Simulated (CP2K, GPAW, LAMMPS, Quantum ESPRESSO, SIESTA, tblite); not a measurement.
**Other levels on amorphous carbon (123 atoms)**

Density of this cell: 1.77 g/cm³. The cell holds 123 atoms: 123 C. Cell: a = 11.143 Å, b = 11.143 Å, c = 11.143 Å, α = 90.0°, β = 90.0°, γ = 90.0°. 123 atoms (123 C) placed at random at 1.77 g/cm³, melted at 6000 K for 10 ps at fixed volume with the LCBOP (Los and Fasolino, Phys. Rev. B 68, 024107 (2003)). Quenched from 6000 K to 500 K at 120 K/ps and fixed volume, held 5 ps, then minimised at fixed cell.

Geometry: as built.

The reference, a calculation:

- method: Kohn-Sham DFT, PBE, SSSP efficiency 1.3.0 pseudopotentials, plane waves (Quantum ESPRESSO 7.5); sssp-pbe-1.3.0-efficiency, cutoffs 45/360 Ry, Γ point
- r.m.s. force component: 1.346 eV/Å
- longest force: 5.589 eV/Å
- pressure: -9.254 GPa
- time: 2.8 min on 4 MPI ranks of Arm Neoverse V1, shared host
- CPU time: 11 min

**Question.** The same geometry is run in other programs. How far does each lie from the reference, and what does it cost?
- tblite GFN1-xTB (tblite 0.8.0; 1 thread)
- CP2K PBE, TZVP-MOLOPT, 450/50 Ry, diagonalisation (CP2K 2026.2; 4 MPI ranks)
- SIESTA PBE, SZP, shift 0.01 Ry, mesh 300 Ry (SIESTA 5.4.2; 2 MPI ranks)
- CP2K PBE+D3(BJ), DZVP-UZH, 450/50 Ry, diagonalisation (CP2K 2026.2; 4 MPI ranks)
- SIESTA PBE, TZP, shift 0.01 Ry, mesh 300 Ry (SIESTA 5.4.2; 4 MPI ranks)
- CP2K PBE, TZV2P-MOLOPT, 450/50 Ry, diagonalisation (CP2K 2026.2; 4 MPI ranks)
- SIESTA PBE, DZP, shift 0.01 Ry, mesh 300 Ry (SIESTA 5.4.2; 2 MPI ranks)
- GPAW PBE, plane waves 450 eV (GPAW 26.7.0; 2 MPI ranks)
- GPAW PBE, LCAO dzp, h 0.2 Å (GPAW 26.7.0; 2 MPI ranks)
- CP2K PBE, DZVP-UZH, 630/50 Ry, diagonalisation (CP2K 2026.2; 4 MPI ranks)

Differences are against the plane-wave reference, forces as r.m.s. over components; share is that over the reference's r.m.s. force, slope the least-squares factor from reference forces to these. Total energies of different programs have different zeros and aren't compared.

```tsv
run	Δ force, r.m.s. (meV/Å)	share (%)	slope	Δ pressure (GPa)	cores	CPU time	memory (GiB)
reference	-	-	-	-	4	11 min	4.1
tblite GFN1-xTB	305	22.7	1.118	-5.56	1	3.6 s	0.13
CP2K PBE, TZVP-MOLOPT, 450/50 Ry, diagonalisation	17.7	1.31	0.998	0.389	4	1.9 h	4.4
SIESTA PBE, SZP, shift 0.01 Ry, mesh 300 Ry (coarse)	425	31.6	1.000	14.5	2	5.1 min	1.4
CP2K PBE+D3(BJ), DZVP-UZH, 450/50 Ry, diagonalisation	42.6	3.16	1.011	-0.371	4	12 min	3.7
SIESTA PBE, TZP, shift 0.01 Ry, mesh 300 Ry	152	11.3	1.009	4.90	4	12 min	2.4
CP2K PBE, TZV2P-MOLOPT, 450/50 Ry, diagonalisation	14.0	1.04	0.995	0.169	4	2 h	4.8
SIESTA PBE, DZP, shift 0.01 Ry, mesh 300 Ry	169	12.6	1.006	5.35	2	7.5 min	1.6
GPAW PBE, plane waves 450 eV	7.53	0.560	0.996	-2.68	2	11 min	1.6
GPAW PBE, LCAO dzp, h 0.2 Å	118	8.76	1.002	-	2	6.7 min	1.6
CP2K PBE, DZVP-UZH, 630/50 Ry, diagonalisation	31.1	2.31	1.009	0.925	4	14 min	6
```

Rows marked coarse were listed beforehand as settings not expected to be converged; some can still land near the reference.

CPU time is summed over cores on a shared host, where runs went side by side, so it is rough. Symmetry, cutoffs, thresholds, outputs and thread counts weren't matched or tuned between programs; memory under MPI is the largest rank's times the ranks.

PBE on plane waves or a grid with other potentials, cutoffs or grids, coarse settings apart, differs from the reference by 0.56 % (GPAW PBE, plane waves 450 eV) of the r.m.s. force; this holds the reference's own error, so differences of a few per cent don't tell which side is nearer the exact PBE result. The PBE runs in local orbitals, coarse settings apart, differ by 1.0 % (CP2K PBE, TZV2P-MOLOPT, 450/50 Ry, diagonalisation) to 13 % (SIESTA PBE, DZP, shift 0.01 Ry, mesh 300 Ry); basis, grid and potentials can all enter. Tight binding differs by 23 % (tblite GFN1-xTB); it is another model, with fitted parameters of its own, and the xTB methods hold dispersion. Rows with another functional or a dispersion term differ by 3.2 % (CP2K PBE+D3(BJ), DZVP-UZH, 450/50 Ry, diagonalisation), which mixes the change of model with differences of basis and potentials. Periodic xTB results under one method name differ between programs and library versions. The network of bonds at the start is that of the classical potential that made the cell, and needn't be the one that DFT or experiment would give. The electronic-structure runs sample only Γ, in a cell whose shortest periodic width is 11 Å, which is coarse for a cell with partly filled levels.

[Logs are printed without paths, hosts, clocks, repeated set-up lines and the standing remarks that a program may print on its own settings, such as how far it seeks lower states.]

[Hosts, paths, dates, database ids (printed as entryN), source tags and the programs' standing remarks are cut or masked in the printed files.]
